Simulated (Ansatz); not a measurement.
# F on Hf(0001): change of the work function, part 3 of 4

Wanted: Δφ(θ) for F/Hf(0001), starting from the fcc site.

Ansatz 0.2.0; plane-wave DFT, PBE, Ansatz PAW.

So far, work function, upper face (eV): step 2 (the clean slab) 4.33; step 3 (37 atoms, coverage 0.111 ML, cell 3x3) 4.19.

## 4. The covered slab, k-mesh 6×6×1, coverage 0.25 ML

System of this step: F/Hf(0001). The cell holds 17 atoms: 16 Hf and 1 F. Its edges and angles: a = 6.400 Å, b = 6.400 Å, c = 27.066 Å, α = 90.0°, β = 90.0°, γ = 60.0°. Vacuum lies along c.

Another coverage, to see how the dipoles act on each other as their distance changes.

File input.yaml:

```yaml
crystal:
  lattice:
    - [6.4, 0.0, 0.0]
    - [3.2, 5.5425625842, 0.0]
    - [0.0, 0.0, 27.0657541454]
  atoms:
    - { symbol: Hf, position: [0.3333333333, 0.3333333333, 0.3325235259] }
    - { symbol: Hf, position: [0.0, 0.0, 0.4260439202] }
    - { symbol: Hf, position: [0.3333333333, 0.3333333333, 0.5235696736] }
    - { symbol: Hf, position: [0.0, 0.0, 0.6114818104] }
    - { symbol: Hf, position: [0.3333333333, 0.8333333333, 0.3325235259] }
    - { symbol: Hf, position: [0.0, 0.5, 0.4260439202] }
    - { symbol: Hf, position: [0.3333333333, 0.8333333333, 0.5235696736] }
    - { symbol: Hf, position: [0.0, 0.5, 0.6114818104] }
    - { symbol: Hf, position: [0.8333333333, 0.3333333333, 0.3325235259] }
    - { symbol: Hf, position: [0.5, 0.0, 0.4260439202] }
    - { symbol: Hf, position: [0.8333333333, 0.3333333333, 0.5235696736] }
    - { symbol: Hf, position: [0.5, 0.0, 0.6114818104] }
    - { symbol: Hf, position: [0.8333333333, 0.8333333333, 0.3325235259] }
    - { symbol: Hf, position: [0.5, 0.5, 0.4260439202] }
    - { symbol: Hf, position: [0.8333333333, 0.8333333333, 0.5235696736] }
    - { symbol: Hf, position: [0.5, 0.5, 0.6114818104] }
    - { symbol: F, position: [0.1666666667, 0.1666666667, 0.6674764741] }
kpoints:
  mp_grid: { grid: [6, 6, 1] }
hamiltonian:
  xc: pbe
scf:
  occupations: { method: fermi_dirac, width: 0.1 }
  convergence: { dr2_threshold: 1.0e-08 }
efield:
  axis: 3
  dipole_correction: true
  ramp_position: 0.97
  ramp_width: 0.06
relax:
  f_tol: 0.02
  max_steps: 60
  constraints: [{ sites: [0, 1, 4, 5, 8, 9, 12, 13] }]
output:
  dos: { projected: true, e_range: [-8, 4] }
  write_potential: true
  write_density: true
  volumetric_format: npy
  elf: true
```

Started as:

```sh
ansatz run input.yaml --threads 4 --pin off --max-ram 16384MiB --backend cpu --events-out ev --progress --plain --runs-dir out
```

Output:

```text
[...]
Crystal: 17 atoms, lattice volume = 960.087 Å³
Basis set: ecut = 420 eV, 18871 PW (Γ), exchange–correlation on 90×90×384 points (8 copies of the dense FFT grid, shifted against one another)
Bands: 254, of which v1, the nominal top of the filled ones, is band 212 counted from 1 (211 counted from 0)
Symmetry: 6 space group operations
[...]
k-points: 7 of 36 (time reversal used)
[...]
SCF iter   1: F=—  HF=-252345.080849 eV  |F-HF|=—  |Δ(HF+E_count)|=         —  Δρ=6.01e-3  dr2=7.20e0  ethr=1.77e-3  p=0.018 e·Å  D=3.39e-3 V/Å  ΔV_dip=-0.09 eV  dr2_dipole=6.84e-1  V_vac-E_F(+/−)=4.36/4.45 eV  ⟨swp⟩=5.9  Hψ=5796  notcnv=0  defer=12
[...]
SCF iter  12: F=-252344.902311 eV  HF=-252344.902311 eV  |F-HF|=1.14e-9  |Δ(HF+E_count)|=   7.04e-9  Δρ=1.99e-7  dr2=1.22e-9  ethr=2.36e-12  p=0.026 e·Å  D=4.83e-3 V/Å  ΔV_dip=-0.13 eV  dr2_dipole=1.45e-10  V_vac-E_F(+/−)=4.24/4.38 eV  ⟨swp⟩=10.0  Hψ=13472  notcnv=0
SCF 1 converged in 12 iterations: F = -252344.902311 eV  dr2 = 1.22e-9
[...]
relax step   1: F+E_penalty+E_count = -252344.90231144 eV  Δ(F+E_penalty+E_count) = +0.000e0 eV  max|allowed force component| = 1.446e0 eV/Å  Δτ_max = 0.0000 Å  (12 SCF iters, accepted)
[...]
SCF iter   1: F=—  HF=-252345.194912 eV  |F-HF|=—  |Δ(HF+E_count)|=         —  Δρ=5.19e-3  dr2=1.20e0  ethr=2.03e-4  p=0.026 e·Å  D=4.83e-3 V/Å  ΔV_dip=-0.13 eV  dr2_dipole=2.02e-1  V_vac-E_F(+/−)=4.25/4.38 eV  ⟨swp⟩=2.0  Hψ=6007  notcnv=0  defer=42
[...]
eigensolver tolerance schedule calibrated: the retry pair's looser diagonalisation under-reported the residual by θ = 0.29 (0.24/decade); ethr = c·dr2/N_el runs at the constant in force after the calibration composes with the one it found (an armed cap, an earlier calibration), c = 1.7e-2
[...]
SCF iter   2: F=—  HF=-252345.087091 eV  |F-HF|=—  |Δ(HF+E_count)|=   1.08e-1  Δρ=2.60e-3  dr2=1.03e-1  ethr=4.82e-5  p=0.049 e·Å  D=9.15e-3 V/Å  ΔV_dip=-0.25 eV  dr2_dipole=5.05e-5  V_vac-E_F(+/−)=4.13/4.38 eV  ⟨swp⟩=3.0  Hψ=3632  notcnv=0  defer=42
[...]
SCF iter  11: F=-252345.075987 eV  HF=-252345.075987 eV  |F-HF|=3.20e-10  |Δ(HF+E_count)|=   1.62e-8  Δρ=3.46e-7  dr2=2.11e-9  ethr=1.00e-12  p=0.057 e·Å  D=1.07e-2 V/Å  ΔV_dip=-0.29 eV  dr2_dipole=3.19e-10  V_vac-E_F(+/−)=4.09/4.38 eV  ⟨swp⟩=16.7  Hψ=15258  notcnv=0
SCF 2 converged in 11 iterations: F = -252345.075987 eV  dr2 = 2.11e-9
[...]
relax step   2: F+E_penalty+E_count = -252345.07598677 eV  Δ(F+E_penalty+E_count) = -1.737e-1 eV  max|allowed force component| = 8.716e-1 eV/Å  Δτ_max = 0.1946 Å  (11 SCF iters, accepted)
SCF iter   1: F=—  HF=-252345.168908 eV  |F-HF|=—  |Δ(HF+E_count)|=         —  Δρ=4.22e-3  dr2=1.38e0  ethr=1.57e-3  p=0.057 e·Å  D=1.07e-2 V/Å  ΔV_dip=-0.29 eV  dr2_dipole=4.88e-1  V_vac-E_F(+/−)=4.07/4.36 eV  ⟨swp⟩=3.4  Hψ=4203  notcnv=0  defer=38
[...]
SCF iter  11: F=-252345.068304 eV  HF=-252345.068304 eV  |F-HF|=1.11e-8  |Δ(HF+E_count)|=   8.88e-9  Δρ=4.56e-7  dr2=3.00e-9  ethr=2.36e-12  p=0.091 e·Å  D=1.71e-2 V/Å  ΔV_dip=-0.46 eV  dr2_dipole=2.17e-10  V_vac-E_F(+/−)=3.91/4.37 eV  ⟨swp⟩=9.3  Hψ=14702  notcnv=0
SCF 3 converged in 11 iterations: F = -252345.068304 eV  dr2 = 3.00e-9
relax step   3: F+E_penalty+E_count = -252345.06830435 eV  Δ(F+E_penalty+E_count) = +7.682e-3 eV  max|allowed force component| = 1.002e0 eV/Å  Δτ_max = 0.1417 Å  (11 SCF iters, rejected (line search))
[...]
relax step   4: F+E_penalty+E_count = -252345.16763929 eV  Δ(F+E_penalty+E_count) = -9.165e-2 eV  max|allowed force component| = 1.219e-1 eV/Å  Δτ_max = 0.0690 Å  (10 SCF iters, accepted)
[...]
relax step   5: F+E_penalty+E_count = -252345.16407859 eV  Δ(F+E_penalty+E_count) = +3.561e-3 eV  max|allowed force component| = 9.366e-2 eV/Å  Δτ_max = 0.0416 Å  (10 SCF iters, rejected (line search))
SCF iter   1: F=—  HF=-252345.184044 eV  |F-HF|=—  |Δ(HF+E_count)|=         —  Δρ=1.75e-3  dr2=4.11e-1  ethr=1.00e-3  p=0.071 e·Å  D=1.33e-2 V/Å  ΔV_dip=-0.36 eV  dr2_dipole=6.14e-2  V_vac-E_F(+/−)=4.01/4.37 eV  ⟨swp⟩=2.6  Hψ=2616  notcnv=0  defer=49
[...]
SCF iter  10: F=-252345.170351 eV  HF=-252345.170351 eV  |F-HF|=8.21e-9  |Δ(HF+E_count)|=   2.11e-8  Δρ=4.34e-7  dr2=2.52e-9  ethr=2.36e-12  p=0.069 e·Å  D=1.31e-2 V/Å  ΔV_dip=-0.35 eV  dr2_dipole=4.02e-10  V_vac-E_F(+/−)=4.02/4.38 eV  ⟨swp⟩=15.1  Hψ=16307  notcnv=0
SCF 6 converged in 10 iterations: F = -252345.170351 eV  dr2 = 2.52e-9
relax step   6: F+E_penalty+E_count = -252345.17035052 eV  Δ(F+E_penalty+E_count) = -2.711e-3 eV  max|allowed force component| = 8.774e-3 eV/Å  Δτ_max = 0.0135 Å  (10 SCF iters, accepted)
[...]
SCF converged after 10 iterations
Free energy (F): -252345.170351 eV
[...]
Internal energy: -252344.431918 eV  (E = F + TS)
E sigma→0 (E₀):  -252344.801134 eV
Entropy (-TS):   -0.738433 eV (-43.437 meV/atom)
Fermi energy:    4.990324 eV
Dipole field:    D = 0.013107 V/Å  (p = 0.069545 e·Å, saw-weighted, corrected)
Work function:   Φ+ = 4.0217 eV   Φ− = 4.3765 eV
[...]
--- Forces (eV/Å), atoms counted from 1 ---
  atom   1  Hf     0.02565355     0.01481108     0.66934030
  atom   2  Hf     0.00970996     0.00560605    -0.65140145
  atom   3  Hf    -0.00129204    -0.00074596    -0.00444204
  atom   4  Hf    -0.00759808    -0.00438675     0.00010410
  atom   5  Hf     0.00000000    -0.02962217     0.66934030
  atom   6  Hf    -0.00000000    -0.01121209    -0.65140145
  atom   7  Hf     0.00000000     0.00149192    -0.00444204
  atom   8  Hf    -0.00000000     0.00877351     0.00010410
  atom   9  Hf    -0.02565355     0.01481108     0.66934030
  atom  10  Hf    -0.00970996     0.00560605    -0.65140145
  atom  11  Hf     0.00129204    -0.00074596    -0.00444204
  atom  12  Hf     0.00759808    -0.00438675     0.00010410
  atom  13  Hf     0.00000000    -0.00000000     0.62322507
  atom  14  Hf    -0.00000000     0.00000000    -0.66938432
  atom  15  Hf     0.00000000    -0.00000000     0.00397651
  atom  16  Hf    -0.00000000     0.00000000     0.00681868
  atom  17  F      0.00000000    -0.00000000    -0.00541068
  max |Σ_I F_I| component: 2.80e-5 eV/Å
--- Band table (eV; the first three rows and the last of 7) ---
  k-point 0: bands = [... 208 lower, 5.1159, 5.2288, 5.4481, 5.4974, 5.4974, 5.6811, 5.9334, 6.0762, ... 38 higher]
  k-point 1: bands = [... 208 lower, 5.1130, 5.1765, 5.2904, 5.3562, 5.3625, 5.5966, 5.6926, 5.8406, ... 38 higher]
  k-point 2: bands = [... 208 lower, 4.8638, 4.9024, 4.9768, 5.0132, 5.0612, 5.2069, 5.3123, 5.3466, ... 38 higher]
  k-point 6: bands = [... 208 lower, 4.4623, 4.5375, 4.5772, 4.5795, 4.5867, 4.8538, 4.9542, 4.9545, ... 38 higher]
--- Relaxed structure (6 steps of the walk, 4 accepted, 0 SCFs on fresh bases) ---
  F+E_penalty+E_count = -252345.17035052 eV   max|allowed force component| = 8.774e-3 eV/Å
  atoms:
    - { symbol: Hf, position: [0.333333, 0.333333, 0.3325235259] }
    - { symbol: Hf, position: [2.666712e-17, 2.666712e-17, 0.4260439202] }
    - { symbol: Hf, position: [0.330632, 0.330632, 0.523920] }
    - { symbol: Hf, position: [-0.00427058, -0.00427058, 0.612912] }
    - { symbol: Hf, position: [0.333333, 0.833333, 0.3325235259] }
    - { symbol: Hf, position: [0.0, 0.5, 0.4260439202] }
    - { symbol: Hf, position: [0.330632, 0.838736, 0.523920] }
    - { symbol: Hf, position: [-0.00427058, 0.508541, 0.612912] }
    - { symbol: Hf, position: [0.833333, 0.333333, 0.3325235259] }
    - { symbol: Hf, position: [0.500000, 2.666712e-17, 0.4260439202] }
    - { symbol: Hf, position: [0.838736, 0.330632, 0.523920] }
    - { symbol: Hf, position: [0.508541, -0.00427058, 0.612912] }
    - { symbol: Hf, position: [0.833333, 0.833333, 0.3325235259] }
    - { symbol: Hf, position: [0.500000, 0.5, 0.4260439202] }
    - { symbol: Hf, position: [0.833333, 0.833333, 0.522902] }
    - { symbol: Hf, position: [0.500000, 0.5, 0.609109] }
    - { symbol: F, position: [0.166667, 0.166667, 0.658238] }
```

Wall time 8.2 min (4 threads of Arm Neoverse V1, shared host); peak memory 5.4 GiB; 33 min of CPU time.

The steps of the relaxation:

| step | energy less that of the first step (eV) | largest force component (eV/Å) |
| --- | --- | --- |
| 1 | 0.0000 | 1.4462 |
| 2 | -0.1737 | 0.8716 |
| 3 | -0.1660 | 1.0016 |
| 4 | -0.2653 | 0.1219 |
| 5 | -0.2618 | 0.0937 |
| 6 | -0.2680 | 0.0088 |

Relaxation steps 3, 5 were tried and not accepted.

The run keeps the 6 symmetry operations that the program found, so distortions that break them were not tested.

The atoms that moved most (Å):

| atom | dx | dy | dz | length |
| --- | --- | --- | --- | --- |
| F17 | 0.000 | 0.000 | -0.250 | 0.250 |
| Hf16 | 0.000 | 0.000 | -0.064 | 0.064 |
| Hf8 | 0.000 | 0.047 | 0.039 | 0.061 |
| Hf4 | -0.041 | -0.024 | 0.039 | 0.061 |
| Hf12 | 0.041 | -0.024 | 0.039 | 0.061 |
| Hf3 | -0.026 | -0.015 | 0.009 | 0.031 |
| Hf7 | 0.000 | 0.030 | 0.009 | 0.031 |
| Hf11 | 0.026 | -0.015 | 0.009 | 0.031 |

The relaxed structure:

```xyz
17
Lattice="6.4000 0.0000 0.0000 3.2000 5.5426 0.0000 0.0000 0.0000 27.0658" Properties=species:S:1:pos:R:3
Hf    3.2000    1.8475    9.0000
Hf    0.0000    0.0000   11.5312
Hf    3.1741    1.8325   14.1803
Hf   -0.0410   -0.0237   16.5889
Hf    4.8000    4.6188    9.0000
Hf    1.6000    2.7713   11.5312
Hf    4.8000    4.6487   14.1803
Hf    1.6000    2.8186   16.5889
Hf    6.4000    1.8475    9.0000
Hf    3.2000    0.0000   11.5312
Hf    6.4259    1.8325   14.1803
Hf    3.2410   -0.0237   16.5889
Hf    8.0000    4.6188    9.0000
Hf    4.8000    2.7713   11.5312
Hf    8.0000    4.6188   14.1527
Hf    4.8000    2.7713   16.4860
F     1.6000    0.9238   17.8157
```

Numbers from this step:

```
energy at zero smearing        : -252344.8011 eV
work function, upper face      : 4.022 eV
work function, lower face      : 4.376 eV
dipole along the normal        : 0.06954 e·Å
step between the vacuum levels : -0.3548 eV
```

The density of states has structure finer than the step of the table below, so its rows give means over 0.25 eV. Peaks (eV: height): -7.790: 81.5, -7.550: 52.7, -1.110: 70.5, -1.020: 51.6, -0.930: 42.8, -0.870: 49.6, 1.110: 43.1.

Table of density of states by energy, zero at the Fermi level; means over each step:

| energy (eV) | density of states (states/eV a cell) |
| --- | --- |
| -7.75 | 15.3 |
| -7.50 | 9.17 |
| -7.25 | 0 |
| -7.00 | 0 |
| -6.75 | 0.466 |
| -6.50 | 1.02 |
| -6.25 | 1.13 |
| -6.00 | 1.09 |
| -5.75 | 1.68 |
| -5.50 | 2.82 |
| -5.25 | 2.21 |
| -5.00 | 2.54 |
| -4.75 | 2.88 |
| -4.50 | 3.70 |
| -4.25 | 3.75 |
| -4.00 | 2.30 |
| -3.75 | 10.2 |
| -3.50 | 4.80 |
| -3.25 | 9.86 |
| -3.00 | 10.9 |
| -2.75 | 8.60 |
| -2.50 | 14.9 |
| -2.25 | 14.4 |
| -2.00 | 13.4 |
| -1.75 | 6.84 |
| -1.50 | 14.9 |
| -1.25 | 19.3 |
| -1.00 | 32.2 |
| -0.75 | 20.1 |
| -0.50 | 16.4 |
| -0.25 | 18.7 |
| 0.00 | 25.2 |
| 0.25 | 20.6 |
| 0.50 | 23.9 |
| 0.75 | 22.5 |
| 1.00 | 26.5 |
| 1.25 | 25.2 |
| 1.50 | 19.4 |
| 1.75 | 20.2 |

Projected DOS per atom over height of the atomic layer and energy from the Fermi level. Layers: Hf4 Hf4 Hf4 Hf4 F from below.

Values in states/eV, 22 rows by 5 columns, each cell a mean:
```
 1.2  1.4  1.5  1.3  0.1
 1.0  1.2  1.7  1.8  0.1
 1.7  1.4  1.1  1.3  0.1
 1.9  1.2  0.9  1.2  0.0
 1.9  1.0  0.9  1.4  0.0
 1.2  0.8  0.7  1.0  0.0
 1.5  1.8  1.7  1.6  0.1
 1.1  0.9  0.9  0.9  0.0
 0.5  0.7  0.7  0.6  0.0
 0.7  0.9  1.1  0.9  0.1
 0.6  0.7  0.7  0.6  0.1
 0.5  0.7  0.7  0.5  0.1
 0.4  0.6  0.6  0.4  0.1
 0.2  0.2  0.1  0.2  0.0
 0.2  0.2  0.2  0.2  0.0
 0.2  0.1  0.2  0.1  0.0
 0.2  0.2  0.2  0.1  0.0
 0.0  0.1  0.1  0.0  0.0
 0.0  0.1  0.1  0.0  0.0
 0.0  0.0  0.0  0.0  0.0
 0.0  0.0  0.0  0.0  1.3
 0.0  0.0  0.0  0.4 10.1
```
Columns: height of the atomic layer (Å) from 9 to 17.8 (not evenly spaced); rows upwards: energy from the Fermi level (eV) from -7.96 to 1.95.

ELF in the ca plane at fractional y = 0.000, with atoms of Hf within 0.2 Å of it. It is the smooth field of the valence electrons, not physical close to the nuclei.

Ten even steps from '0' (0.00) to '9' (0.84), each cell a mean:
```
77624999832666787259998410000000000000000000
34422587423433345226885211110000000000000000
22332222223212212322332233321000000000000000
31245322344123321453223455421000000000000000
31245322344113321453223455421000000000000000
22332232223212222322332233321000000000000000
34422687423433345226885211110000000000000000
77624999832677787259998410000000000000000000
88625999942678897359999400000000000000000000
56523899623554566337996200000000000000000000
23331355213322223323441111000000000000000000
21243222234213322342111343200000000000000000
31245433354224421354212454200000000000000000
21243222234213322342111343200000000000000000
23331355213322223323542111000000000000000000
56523899723554566337996200000000000000000000
88625999942678897359999400000000000000000000
```
Columns run along c (16.0 Å, from fractional 0.34 to 0.93 of the cell), rows up along a (6.4 Å). Atoms in or near the plane, at fractional coordinates: Hf at (0.43, 0.00), Hf at (0.61, 0.00), Hf at (0.43, 0.50), Hf at (0.61, 0.51).

Valence density in the ca plane at fractional y = 0.000, with atoms of Hf within 0.2 Å of it. It is the smooth field of the valence electrons, not physical close to the nuclei.

Ten steps, logarithmic in the rise over the least value, from '0' (0 e/Å³) to '9' (30 e/Å³), each cell a mean:
```
11113798621111111147996200000000000000000000
11112466411111111125664100000000000000000000
11111122110111111112221000000000000000000000
21111111100112221111110000000000000000000000
21111111100112221111110000000000000000000000
11111122110111111112321000000000000000000000
11112466411111111125664100000000000000000000
11113799631111111147996200000000000000000000
11114899731111111148996300000000000000000000
11113687521111111136774100000000000000000000
11111344210111111112432100000000000000000000
21111111100112221111111110000000000000000000
21111111000123321111001111000000000000000000
21111111100112221111111110000000000000000000
11111344210111111113432100000000000000000000
11113687521111111136775200000000000000000000
11114899731111111148996300000000000000000000
```
Columns run along c (16.0 Å, from fractional 0.34 to 0.93 of the cell), rows up along a (6.4 Å). Atoms in or near the plane, at fractional coordinates: Hf at (0.43, 0.00), Hf at (0.61, 0.00), Hf at (0.43, 0.50), Hf at (0.61, 0.51).

Electrostatic potential energy in the ca plane at fractional y = 0.000, with atoms of Hf within 0.2 Å of it. With pseudopotentials it is smooth inside the atoms' cores, unlike the true potential.

Ten even steps from '0' (-35 eV) to '9' (9 eV), each cell a mean:
```
99974000158999999730000589999999999999999999
88986311478988888862013789999999999999999999
67888766789876678886557899999999999999999999
57899888899865568998888999999999999999999999
57899888899865568998888999999999999999999999
67888756789877678886557899999999999999999999
88986211478988888862003789999999999999999999
99974000158999999730000589999999999999999999
99973010058999999730000579999999999999999999
89985100268998899851002689999999999999999999
78887534688887788875446789999999999999999999
67898877899875568888778899999999999999999999
56899888999864467999888999999999999999999999
67898877889875568888778899999999999999999999
78887533578887788875446789999999999999999999
89985100268998899851002689999999999999999999
99973010058999999730000579999999999999999999
```
Columns run along c (16.0 Å, from fractional 0.34 to 0.93 of the cell; values clipped at the 3rd and 97th percentile), rows up along a (6.4 Å). Atoms in or near the plane, at fractional coordinates: Hf at (0.43, 0.00), Hf at (0.61, 0.00), Hf at (0.43, 0.50), Hf at (0.61, 0.51).

The relaxation took 6 steps and lowered the energy by 0.27 eV; the largest force on the free atoms ends at 0.0088 eV/Å.

By hand: a sheet of dipoles makes a step −p/(ε₀A) in the electron's potential. With e/ε₀ = 180.95 V·Å, p = 0.06954 e·Å and A = 35.47 Å², that is −180.95 × (0.06954) / 35.47 = -0.355 eV, and the two vacuum levels of the run differ by -0.355 eV.

The covered face has 4.02 eV, -0.31 eV against the clean one; the bare back face has moved by -0.00 eV, a measure of how thin the slab is.

## 5. Adsorbate added, k-mesh 6×6×1, coverage 0.5 ML

System of this step: F/Hf(0001). The cell holds 18 atoms: 16 Hf and 2 F. Cell: a = 6.400 Å, b = 6.400 Å, c = 27.066 Å, α = 90.0°, β = 90.0°, γ = 60.0°. Vacuum lies along c.

Another coverage, to see how the dipoles act on each other as their distance changes.

Changes to input.yaml since step 4:

```diff
@@ -23,2 +23,3 @@
     - { symbol: F, position: [0.1666666667, 0.1666666667, 0.6674764741] }
+    - { symbol: F, position: [0.6666666667, 0.1666666667, 0.6674764741] }
 kpoints:
```

Output:

```text
[...]
Crystal: 18 atoms, lattice volume = 960.087 Å³
Basis set: ecut = 420 eV, 18871 PW (Γ), exchange–correlation on 90×90×384 points (8 copies of the dense FFT grid, shifted against one another)
Bands: 258, of which v1, the nominal top of the filled ones, is band 215 counted from 1 (214 counted from 0)
Symmetry: 4 space group operations
[...]
- { symbol: Hf, position: [0.833333, 0.8333333333, 0.3325235259] }
    - { symbol: Hf, position: [0.5, 0.500000, 0.4260439202] }
    - { symbol: Hf, position: [0.830443, 0.839115, 0.522848] }
    - { symbol: Hf, position: [0.495270, 0.509460, 0.611275] }
    - { symbol: F, position: [0.156839, 0.186322, 0.659364] }
    - { symbol: F, position: [0.656839, 0.186322, 0.659364] }
[key lines of the parts left out:]
SCF converged after 10 iterations
Free energy (F): -253156.074070 eV
Fermi energy:    5.136983 eV
Dipole field:    D = 0.019112 V/Å  (p = 0.101402 e·Å, saw-weighted, corrected)
Work function:   Φ+ = 3.8575 eV   Φ− = 4.3747 eV
```

It took 16 min on 4 threads; peak memory 6.3 GiB; 63 min of CPU time.

[end of part 3 of 4]

[Long decimals in the printed logs are rounded to 6 places.]

[Logs are printed without paths, hosts, clocks, repeated set-up lines and the standing remarks that a program may print on its own settings, such as how far it seeks lower states.]

[Hosts, paths, dates, database ids (printed as entryN), source tags and the programs' standing remarks are cut or masked in the printed files.]

[Maps of the electrostatic potential energy from Ansatz leave out the sawtooth potential of an applied field or a dipole correction, so their vacuum need not be flat; planar profiles and work functions include it.]

[The density of states shown here was stored with 400 of the rows of the run's finer table, so its peaks can read low, often by over a quarter, or be missed, and its means over a window can be off by a tenth or more.]
